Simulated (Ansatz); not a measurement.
# Na3Sc, from a guessed structure to a relaxed one, part 2 of 2

This structure for Na3Sc is made up. Its elements were placed in a known structure type with a cell scaled to their sizes. What cell does the guess relax to, and how far off was it?

Ansatz 0.2.0; DFT, PBE, plane-wave PAW, files of the set soft_1, scalar-relativistic, no spin, cell and ions relaxed at zero pressure; PAW set soft_1 (the session's first sound run).

So far: Set-up; Relaxation of the guess. The relaxed cell has a = 8.027 Å (conventional setting).

### 3. Bands of the relaxed cell

A second self-consistent run takes a narrower smearing and the mesh shown in its input; the bands follow along the standard path of the relaxed lattice.

This step: DFT, PBE, plane-wave PAW, files of the set soft_1, scalar-relativistic, no spin, bands and density of states at the relaxed cell; PAW set soft_1 (Ansatz 0.2.0).

input.yaml

```yaml
crystal:
  lattice:
    - [0.0, 4.0132834397, 4.0132834397]
    - [4.0132834397, 0.0, 4.0132834397]
    - [4.0132834397, 4.0132834397, 0.0]
  atoms:
    - { symbol: Sc, position: [0.0, 0.0, 0.0] }
    - { symbol: Na, position: [0.5, 0.5, 0.5] }
    - { symbol: Na, position: [0.75, 0.75, 0.75] }
    - { symbol: Na, position: [0.25, 0.25, 0.25] }
kpoints:
  mp_grid: { grid: [8, 8, 8] }
  band_path:
    path:
      - [[0.0, 0.0, 0.0], [0.5, 0.0, 0.5], [0.5, 0.25, 0.75], [0.375, 0.375, 0.75], [0.0, 0.0, 0.0], [0.5, 0.5, 0.5], [0.625, 0.25, 0.625], [0.5, 0.25, 0.75], [0.5, 0.5, 0.5], [0.375, 0.375, 0.75]]
      - [[0.625, 0.25, 0.625], [0.5, 0.0, 0.5]]
    npoints: 8
scf:
  occupations: { method: fermi_dirac, width: 0.03 }
  n_extra_bands: 8
hamiltonian:
  xc: pbe
  pseudopotentials: { kind: paw, azcp: { folder: soft_1 } }
output:
  forces: true
  stress: true
  write_bands: true
  dos: { projected: true }
  write_density: true
  write_potential: true
  elf: true
  volumetric_format: npy
```

Started as:

```bash
> ansatz run input.yaml --threads 4 --pin off --max-ram 10240MiB --backend cpu --events-out ev --progress --plain --runs-dir out
```

Numbers of over 12 decimals in the logs are rounded to 6 here.

Log:

```text
[...]
Crystal: 4 atoms, lattice volume = 129.279 Å³
Basis set: ecut = 420 eV, 2565 PW (Γ), exchange–correlation on 80×80×80 points (8 copies of the dense FFT grid, shifted against one another)
Bands: 27, of which v1, the nominal top of the filled ones, is band 19 counted from 1 (18 counted from 0)
Symmetry: 48 space group operations
[...]
k-points: 29 of 512
[...]
SCF iter   1: F=—  HF=-6593.796252 eV  |F-HF|=—  |Δ(HF+E_count)|=         —  Δρ=2.93e-2  dr2=2.62e0  ethr=3.10e-3  ⟨swp⟩=5.3  Hψ=2909  notcnv=0
[...]
SCF iter   9: F=-6593.279811 eV  HF=-6593.279811 eV  |F-HF|=6.99e-8  |Δ(HF+E_count)|=   5.59e-8  Δρ=6.29e-6  dr2=9.77e-8  ethr=2.63e-10  ⟨swp⟩=13.8  Hψ=4750  notcnv=0
SCF 1 converged in 9 iterations: F = -6593.279811 eV  dr2 = 9.77e-8
[...]
NSCF: frozen V_eff on 82 k-points
SCF converged after 9 iterations
Free energy (F): -6593.279811 eV
[...]
Internal energy: -6593.264775 eV  (E = F + TS)
E sigma→0 (E₀):  -6593.272293 eV
Entropy (-TS):   -0.015035 eV (-3.759 meV/atom)
Fermi energy:    3.223044 eV
[...]
--- Stress (GPa, compression-positive) ---
       -0.018772       0.000000       0.000000
        0.000000      -0.018772      -0.000000
        0.000000       0.000000      -0.018772
  P = ⅓ Tr σ = -0.0188 GPa (-0.188 kbar)
--- Band table (eV; the first three rows and the last of 29) ---
  k-point 0: bands = [... 15 lower, -20.9601, -0.5941, 3.3701, 3.3701, 3.3701, 3.6863, 3.6863, 5.8647, ... 4 higher]
  k-point 1: bands = [... 15 lower, -20.9604, -0.4789, 3.2767, 3.3920, 3.3920, 3.6680, 3.6680, 5.1458, ... 4 higher]
  k-point 2: bands = [... 15 lower, -20.9613, -0.1380, 2.9004, 3.4037, 3.4037, 3.6853, 3.6853, 4.2227, ... 4 higher]
  k-point 28: bands = [... 15 lower, -20.9603, 1.9274, 2.2771, 2.3438, 2.3438, 3.7772, 3.8902, 3.9325, ... 4 higher]
```

Elapsed: 2 s, on 4 threads of Intel Xeon Platinum 8488C (Sapphire Rapids), shared host; peak memory 0.54 GiB.

Numbers from this step:

| Property | Result |
| --- | --- |
| free energy | -6593.2798 eV |
| energy at zero smearing | -6593.2723 eV |
| smearing term TS | 0.01504 eV |
| Fermi energy | 3.223 eV |
| pressure | -0.01877 GPa |

From bands.tsv, the bands that come nearest the Fermi level along the path, at its corners, in eV from the Fermi level:

```
point  band 16  band 17  band 18  band 19  band 20  band 21  band 22  band 23
    Γ   -24.18    -3.82     0.15     0.15     0.15     0.46     0.46     2.64
    X   -24.18    -1.71    -1.25    -0.32     0.07     0.66     0.66     0.67
    W   -24.18    -1.30    -0.95    -0.88    -0.88     0.55     0.67     0.71
    K   -24.18    -1.52    -1.12    -1.06    -0.01     0.33     0.60     0.77
    Γ   -24.18    -3.82     0.15     0.15     0.15     0.46     0.46     2.64
    L   -24.19    -2.28    -1.76     0.11     0.11     0.49     0.64     0.64
    U   -24.18    -1.52    -1.12    -1.06    -0.01     0.33     0.60     0.77
    W   -24.18    -1.30    -0.95    -0.88    -0.88     0.55     0.67     0.71
    L   -24.19    -2.28    -1.76     0.11     0.11     0.49     0.64     0.64
    K   -24.18    -1.52    -1.12    -1.06    -0.01     0.33     0.60     0.77
    U   -24.18    -1.52    -1.12    -1.06    -0.01     0.33     0.60     0.77
    X   -24.18    -1.71    -1.25    -0.32     0.07     0.66     0.66     0.67
```

States per cell as run, both spins, in windows of 1 eV, from dos.tsv (zero at the Fermi level): Near the top, bands beyond those computed are missing, so counts there can be too low.

```
from  to  total
  -8  -7   0.00
  -7  -6   0.00
  -6  -5   0.00
  -5  -4   0.00
  -4  -3   0.38
  -3  -2   1.12
  -2  -1   1.32
  -1   0   3.22
   0   1   8.21
   1   2   2.97
   2   3   0.97
```

Below -8 eV lie 32.0 more states.

Electrostatic potential energy in the ac plane of the conventional cell at fractional y = 0.000, with atoms of Sc and Na within 0.2 Å of it. With pseudopotentials it is smooth inside the atoms' cores, unlike the true potential.

Values in eV, 12 rows by 16 columns, each cell a mean:
```
-44 -22  -2   4   6   4  -2 -32 -39  -9   3   5   5   1 -13 -39
 -7  -1   3   5   6   5   4   2   1   3   5   6   6   4   1  -5
  4   5   6   6   6   6   6   5   5   6   6   6   6   6   5   4
  5   5   6   6   6   5   5   3   3   4   5   6   6   6   6   5
 -3   2   5   6   5   3  -2 -12 -14  -5   2   5   6   5   3  -1
-49 -15   3   5   5   1 -16 -46 -50 -27  -3   4   5   4  -4 -43
-39  -9   3   5   5   1 -13 -39 -44 -22  -2   4   6   4  -2 -32
  1   3   5   6   6   4   1  -5  -7  -1   3   5   6   5   4   2
  5   6   6   6   6   6   5   4   4   5   6   6   6   6   6   5
  3   4   5   6   6   6   6   5   5   5   6   6   6   5   5   3
-14  -5   2   5   6   5   3  -1  -3   2   5   6   5   3  -2 -12
-50 -27  -3   4   5   4  -4 -43 -49 -15   3   5   5   1 -16 -46
```
Columns run along a (8.0 Å; values clipped at the 3rd and 97th percentile), rows up along c (8.0 Å), edges of the conventional cell, whose origin can differ from the input's. Atoms in or near the plane, at fractional coordinates: Sc at (0.00, 0.00), Sc at (0.50, 0.50), Na at (0.50, 0.00), Na at (0.00, 0.50).

ELF in the ac plane of the conventional cell at fractional y = 0.000, with atoms of Sc and Na within 0.2 Å of it. It is the smooth field of the valence electrons, not physical close to the nuclei.

Values, 12 rows by 16 columns, each cell a mean:
```
0.53 0.49 0.12 0.35 0.45 0.14 0.17 0.48 0.49 0.30 0.07 0.38 0.43 0.16 0.34 0.57
0.22 0.14 0.29 0.51 0.52 0.36 0.13 0.09 0.10 0.09 0.27 0.49 0.53 0.37 0.17 0.19
0.35 0.44 0.53 0.54 0.52 0.52 0.47 0.39 0.37 0.45 0.51 0.52 0.54 0.54 0.47 0.37
0.27 0.36 0.48 0.52 0.54 0.53 0.41 0.28 0.26 0.35 0.50 0.55 0.53 0.50 0.41 0.29
0.20 0.08 0.20 0.47 0.52 0.30 0.14 0.31 0.35 0.19 0.22 0.47 0.51 0.30 0.07 0.15
0.46 0.38 0.06 0.35 0.42 0.13 0.40 0.54 0.41 0.56 0.13 0.32 0.44 0.11 0.22 0.51
0.49 0.30 0.07 0.38 0.43 0.16 0.34 0.57 0.53 0.49 0.12 0.35 0.45 0.14 0.17 0.48
0.10 0.09 0.27 0.49 0.53 0.37 0.17 0.19 0.22 0.14 0.29 0.51 0.52 0.36 0.13 0.09
0.37 0.45 0.51 0.52 0.54 0.54 0.47 0.37 0.35 0.44 0.53 0.54 0.52 0.52 0.47 0.39
0.26 0.35 0.50 0.55 0.53 0.50 0.41 0.29 0.27 0.36 0.48 0.52 0.54 0.53 0.41 0.28
0.35 0.19 0.22 0.47 0.51 0.30 0.07 0.15 0.20 0.08 0.20 0.47 0.52 0.30 0.14 0.31
0.41 0.56 0.13 0.32 0.44 0.11 0.22 0.51 0.46 0.38 0.06 0.35 0.42 0.13 0.40 0.54
```
Columns run along a (8.0 Å), rows up along c (8.0 Å), edges of the conventional cell, whose origin can differ from the input's. Atoms in or near the plane, at fractional coordinates: Sc at (0.00, 0.00), Sc at (0.50, 0.50), Na at (0.50, 0.00), Na at (0.00, 0.50).

Valence density in the ac plane of the conventional cell at fractional y = 0.000, with atoms of Sc and Na within 0.2 Å of it. It is the smooth field of the valence electrons, not physical close to the nuclei.

Values in e/Å³, 12 rows by 16 columns, each cell a mean:
```
 5  1  0  0  0  0  0  5  7  1  0  0  0  0  1  4
 0  0  0  0  0  0  0  0  0  0  0  0  0  0  0  0
 0  0  0  0  0  0  0  0  0  0  0  0  0  0  0  0
 0  0  0  0  0  0  0  0  0  0  0  0  0  0  0  0
 0  0  0  0  0  0  0  1  1  0  0  0  0  0  0  0
12  1  0  0  0  0  1  5  7  2  0  0  0  0  0  8
 7  1  0  0  0  0  1  4  5  1  0  0  0  0  0  5
 0  0  0  0  0  0  0  0  0  0  0  0  0  0  0  0
 0  0  0  0  0  0  0  0  0  0  0  0  0  0  0  0
 0  0  0  0  0  0  0  0  0  0  0  0  0  0  0  0
 1  0  0  0  0  0  0  0  0  0  0  0  0  0  0  1
 7  2  0  0  0  0  0  8 12  1  0  0  0  0  1  5
```
Columns run along a (8.0 Å), rows up along c (8.0 Å), edges of the conventional cell, whose origin can differ from the input's. Atoms in or near the plane, at fractional coordinates: Sc at (0.00, 0.00), Sc at (0.50, 0.50), Na at (0.50, 0.00), Na at (0.00, 0.50).

### 4. Outcome

```
space group, relaxed : Fm-3m
conventional cell    : a = 8.027, b = 8.027, c = 8.027 Å; α = 90.0°, β = 90.0°, γ = 90.0°
volume per atom      : 32.32 Å³ (guess 29.30)
```

In words: Na3Sc relaxes to Fm-3m with a = 8.027, b = 8.027 and c = 8.027 Å. The guessed volume was 9 % too small. The space group Fm-3m was held in the relaxation, so the end point is a stationary structure within it and may be a saddle against distortions or other arrangements. Bands cross the Fermi level, so it is a metal or semimetal at this level. On the 8×8×8 mesh with the narrower smearing (relaxed on 6×6×6) the forces vanish, as symmetry may demand, and the largest stress component is 0.019 GPa, within the relaxation's thresholds of 0.015 eV/Å and 0.05 GPa. The cutoff wasn't tested. No dispersion term is used, so weakly bound directions may come out too long. Nothing here tests whether the compound is stable against decomposition.

[Logs are printed without paths, hosts, clocks, repeated set-up lines and the standing remarks that a program may print on its own settings, such as how far it seeks lower states.]

[Hosts, paths, dates, database ids (printed as entryN), source tags and the programs' standing remarks are cut or masked in the printed files.]
